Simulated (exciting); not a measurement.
BiBrO, space group P4/nmm, Br K edge of atom 3, with 4 Bi at 3.18 Å, 4 O at 3.42 Å, 4 Br at 3.71 Å, 4 Br at 3.92 Å and 2 Bi at 4.03 Å (18-fold, site symmetry 4mm); the tensor is averaged over the atoms equivalent by symmetry. Method: exciting, all-electron LAPW+lo, LDA, exchange and screened direct term (singlet BSE), 3×3×2 shifted k points, 42 conduction bands, |G+q| up to 3 bohr⁻¹, full RPA screening with nempty = 75, Lorentzian half width 1.26 eV.

```xyz
6
Lattice="3.9160 0.0000 0.0000 0.0000 3.9160 0.0000 0.0000 0.0000 8.0770" Properties=species:S:1:pos:R:3 pbc="T T T"
Bi    1.9580    0.0000    6.8331
Bi    0.0000    1.9580    1.2439
Br    1.9580    0.0000    2.8027
Br    0.0000    1.9580    5.2743
O     1.9580    1.9580    0.0000
O     0.0000    0.0000    0.0000
```

Energy from the Kohn–Sham onset, core level to the lowest empty state found on the meshes used; scaled to the maximum of the polarisation mean:

| E (eV) | curve 1 | curve 2 |
| --- | --- | --- |
| -9.0 | 0.03 | 0.03 |
| -8.5 | 0.03 | 0.03 |
| -8.0 | 0.04 | 0.03 |
| -7.5 | 0.04 | 0.03 |
| -7.0 | 0.04 | 0.04 |
| -6.5 | 0.05 | 0.04 |
| -6.0 | 0.05 | 0.05 |
| -5.5 | 0.06 | 0.05 |
| -5.0 | 0.07 | 0.06 |
| -4.5 | 0.08 | 0.07 |
| -4.0 | 0.09 | 0.08 |
| -3.5 | 0.11 | 0.09 |
| -3.0 | 0.13 | 0.11 |
| -2.5 | 0.16 | 0.14 |
| -2.0 | 0.19 | 0.18 |
| -1.5 | 0.25 | 0.23 |
| -1.0 | 0.34 | 0.32 |
| -0.5 | 0.47 | 0.45 |
| 0.0 | 0.66 | 0.61 |
| 0.5 | 0.90 | 0.73 |
| 1.0 | 1.09 | 0.73 |
| 1.5 | 1.16 | 0.68 |
| 2.0 | 1.09 | 0.62 |
| 2.5 | 0.95 | 0.56 |
| 3.0 | 0.80 | 0.50 |
| 3.5 | 0.66 | 0.46 |
| 4.0 | 0.55 | 0.47 |
| 4.5 | 0.49 | 0.54 |
| 5.0 | 0.49 | 0.67 |
| 5.5 | 0.54 | 0.87 |
| 6.0 | 0.62 | 1.03 |
| 6.5 | 0.67 | 1.06 |
| 7.0 | 0.69 | 0.97 |
| 7.5 | 0.68 | 0.87 |
| 8.0 | 0.64 | 0.80 |
| 8.5 | 0.62 | 0.78 |
| 9.0 | 0.62 | 0.79 |
| 9.5 | 0.63 | 0.78 |
| 10.0 | 0.62 | 0.72 |
| 10.5 | 0.60 | 0.65 |
| 11.0 | 0.59 | 0.58 |
| 11.5 | 0.60 | 0.53 |
| 12.0 | 0.61 | 0.51 |
| 12.5 | 0.62 | 0.49 |
| 13.0 | 0.63 | 0.47 |
| 13.5 | 0.65 | 0.45 |
| 14.0 | 0.68 | 0.44 |
| 14.5 | 0.71 | 0.43 |
| 15.0 | 0.72 | 0.42 |
| 15.5 | 0.71 | 0.43 |
| 16.0 | 0.69 | 0.44 |
| 16.5 | 0.66 | 0.46 |
| 17.0 | 0.64 | 0.47 |
| 17.5 | 0.61 | 0.45 |
| 18.0 | 0.58 | 0.41 |

The database entry behind the starting cell differs from later determinations by our own check (0.1 to 0.3 % short, probably kX units), so it need not match the best structure at ambient conditions.

Q: The curves are the diagonal elements of Im ε for ε ∥ c and ⊥ c. Which is which?

Curve 1: ε ⊥ c, maxima 1.5 eV (1.16), 7.0 eV (0.69) and 15.1 eV (0.72). Curve 2: ε ∥ c, maxima 0.7 eV (0.74), 6.3 eV (1.07) and 16.9 eV (0.47). A K edge probes the empty p states along ε, which follow the bonds' lengths and directions.

[Banner, clock and machine lines of the logs are left out without a mark of their own.]

[Logs are printed without paths, hosts, clocks, repeated set-up lines and the standing remarks that a program may print on its own settings, such as how far it seeks lower states.]

[Hosts, paths, dates, database ids (printed as entryN), source tags and the programs' standing remarks are cut or masked in the printed files.]
